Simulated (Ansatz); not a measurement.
# Phonons of CaO (Lime, Fm-3m) against volume, part 3 of 3

Wanted: Grüneisen parameters and pressure coefficients of the modes of CaO (Lime, Fm-3m).

Ansatz 0.2.0; DFT LDA, scalar-relativistic, plane waves, PAW; PAW set soft_1.

So far, highest optical mode at the zone centre (no LO-TO term) (cm⁻¹): step 4 (zone-centre response at rest) 291; step 6 (volume ratio 1.06) 247.

**8. Modes of this member: 0.9 times the volume at rest**

The zone-centre modes follow for 0.9 times the volume at rest, with the response to a field.

The input, input.yaml:

```yaml
crystal:
  lattice:
    - [0.0, 2.27245359, 2.27245359]
    - [2.27245359, 0.0, 2.27245359]
    - [2.27245359, 2.27245359, 0.0]
  atoms:
    - { symbol: O, position: [0.5, 0.5, 0.5] }
    - { symbol: Ca, position: [0.0, 0.0, 0.0] }
kpoints:
  mp_grid: { grid: [8, 8, 8] }
hamiltonian:
  xc: lda
  pseudopotentials: { kind: paw, azcp: { folder: soft_1 }, xc_functional: pbe }
scf:
  occupations: { method: fixed }
output:
  eigenvalues: true
phonons:
  method: dfpt
  dielectric: true
  rigid_motions: translations
```

The run is started by

```console
ansatz run input.yaml --threads 4 --pin off --max-ram 10240MiB --backend cpu --events-out ev --progress --plain --runs-dir out
```

Numbers of over 12 decimals in the logs are rounded to 6 here.

What it wrote:

```text
[...]
Crystal: 2 atoms, lattice volume = 23.470 Å³
Basis set: ecut = 420 eV, 459 PW (Γ), exchange–correlation on 48×48×48 points (8 copies of the dense FFT grid, shifted against one another)
Bands: 12, of which v1, the nominal top of the filled ones, is band 8 counted from 1 (7 counted from 0)
Symmetry: 48 space group operations
k-points: 59 of 512 (irreducible under 8 space group operations, time reversal used)
[...]
optical modes at Γ + LO–TO along q̂ = [1.0000, 0.0000, 0.0000]:
      ω (cm⁻¹)  modes    IR ((D/Å)²/amu)
[...]
optical modes at Γ + LO–TO along q̂ = [0.0000, 1.0000, 0.0000]:
      ω (cm⁻¹)  modes    IR ((D/Å)²/amu)
        367.87      2            23.8105
        638.10      1            11.9053
  optical modes at Γ + LO–TO along q̂ = [0.0000, 0.0000, 1.0000]:
      ω (cm⁻¹)  modes    IR ((D/Å)²/amu)
        367.87      2            23.8105
        638.10      1            11.9053
[key lines of the parts left out:]
SCF converged after 8 iterations
Free energy (F): -2331.521220 eV
Fermi energy:    9.331741 eV
```

It took 2.5 s on 4 threads of AMD EPYC 9B45 (Zen 5), shared host; peak memory 0.45 GiB.

Numbers from this step:

| Property | Result |
| --- | --- |
| sum-rule residual before enforcement | 2.11e-4 eV/Å² |
| miss of the charge sum rule | 6.48e-4 e |
| estimated error of the dielectric tensor | 0.009031 |
| estimated error of the Born charges | 0.01082 e |
| highest optical mode at the zone centre (no LO-TO term) | 367.9 cm⁻¹ |
| lowest optical zone-centre mode | 367.9 cm⁻¹ |
| mean high-frequency dielectric constant | 3.980 |
| largest Born charge (third of the trace) | -2.429 e |
| mean static dielectric constant | 11.97 |
| top of the zone-centre spectrum with the field | 638.1 cm⁻¹ |

Without the LO-TO term. Patterns of degenerate modes are one choice out of their space. Modes at Γ, with each element's share of the kinetic energy:

```
mode  frequency (cm⁻¹)  symmetry  O %  Ca %
   1               0.0  acoustic   29    71
   2               0.0  acoustic   29    71
   3               0.0  acoustic   29    71
   4             367.9       T1u   71    29
   5             367.9       T1u   71    29
   6             367.9       T1u   71    29
```

Transverse modes. Lines of the infrared spectrum (strongest = 100):

```
position (cm⁻¹)  label  relative intensity
            368    T1u                 100
```

The optical mode without the LO-TO term lies at 367.9 cm⁻¹.

Between step 4 and this run (volume ratio 0.9) the value for the highest optical mode at the zone centre (no LO-TO term) moves from 291 cm⁻¹ to 368 cm⁻¹ (+27 %).

**9. The series together**

The members are set side by side, also those not shown above.

Each row is one cell with its response, relaxed at fixed volume as far as symmetry leaves anything free; energies are extrapolated to zero smearing, and E0 is that at rest; shape and atoms are relaxed in each cell where symmetry leaves them free. State of the crystal along the series:

```
volume ratio  V (Å³/atom)  pressure (GPa)  E - E0 (meV/atom)  gap on mesh (eV)     ε∞     ε0  largest Born charge in size, a third of the trace (e)  top mode with the field, highest of q along x, y and z (cm⁻¹)
         0.9        11.73           17.13              63.43             3.337   3.98  11.97                                                  2.429                                                          638.1
        0.92           12           12.91              39.06             3.365  3.955  12.41                                                  2.416                                                          623.3
        0.94        12.26            9.14              21.09             3.391  3.931  12.91                                                  2.404                                                          609.2
        0.96        12.52           5.755              9.086             3.413  3.912  13.49                                                  2.393                                                          595.5
        0.98        12.78            2.72              2.227             3.432  3.896  14.14                                                  2.383                                                          582.1
        0.99        12.91           1.322             0.5901             3.441  3.889  14.51                                                  2.379                                                          575.7
           1        13.04       -0.002753                  0             3.449  3.881   14.9                                                  2.375                                                          569.4
        1.02         13.3          -2.447              2.033             3.462  3.869  15.76                                                  2.367                                                          557.1
        1.04        13.56          -4.643              7.901             3.474  3.858  16.77                                                  2.359                                                          545.3
        1.06        13.82          -6.612              17.01             3.483  3.849  17.95                                                  2.353                                                          533.9
```

Without the LO-TO term; each mode is tracked from rest by its pattern, and modes that stay within 0.3 cm⁻¹ of each other stand once; shape and atoms are relaxed in each cell where symmetry leaves them free. Optical modes along the series:

```
V (Å³/atom)  mode 4 T1u (cm⁻¹)
      11.73              367.9
         12              351.8
      12.26              336.1
      12.52              320.7
      12.78              305.6
      12.91              298.1
      13.04              290.7
       13.3                276
      13.56              261.5
      13.82              247.2
```

From cubic fits (parabolas where under five rows exist) of ln ω and P against ln V through the rows within about 4 % of rest: γ = −d ln ω / d ln V and dω/dP = γ ω / B. Slopes at rest:

```
             mode  fitted frequency at rest (cm⁻¹)  Grüneisen parameter γ  dω/dP (cm⁻¹/GPa)
       mode 4 T1u                            290.7                   2.54              5.73
longitudinal mode                            569.4                    1.1              4.84
```

**10. What came out**

| Property | Result |
| --- | --- |
| members | 10 |
| highest optical mode at the zone centre (no LO-TO term), at rest | 290.7 cm⁻¹ |
| bulk modulus at rest | 129 GPa |
| mode 4 T1u, γ | 2.54 |
| longitudinal mode, γ | 1.10 |

In words: The series spans -6.6 to 17.1 GPa, and the slope at rest gives a bulk modulus of 129 GPa. The transverse optical mode has γ = 2.54 and moves by 5.7 cm⁻¹ for each GPa, the longitudinal one has γ = 1.10 and moves by 4.8. ε∞ is 3.88 at rest, with d ln ε∞ / d ln V = -0.18. One k mesh and one cutoff serve the ground states and modes of all volumes; the field response picks its own mesh. These are harmonic frequencies at zero temperature: anharmonic shifts, linewidths and thermal expansion are left out. The PAW files were made for PBE; the program adapts parts of them to the functional of the run, but their partial waves stay those of PBE, an approximation that was not tested in this session. Only the zone centre was solved, so an instability at another wavevector cannot show here.

[Logs are printed without paths, hosts, clocks, repeated set-up lines and the standing remarks that a program may print on its own settings, such as how far it seeks lower states.]

[Hosts, paths, dates, database ids (printed as entryN), source tags and the programs' standing remarks are cut or masked in the printed files.]
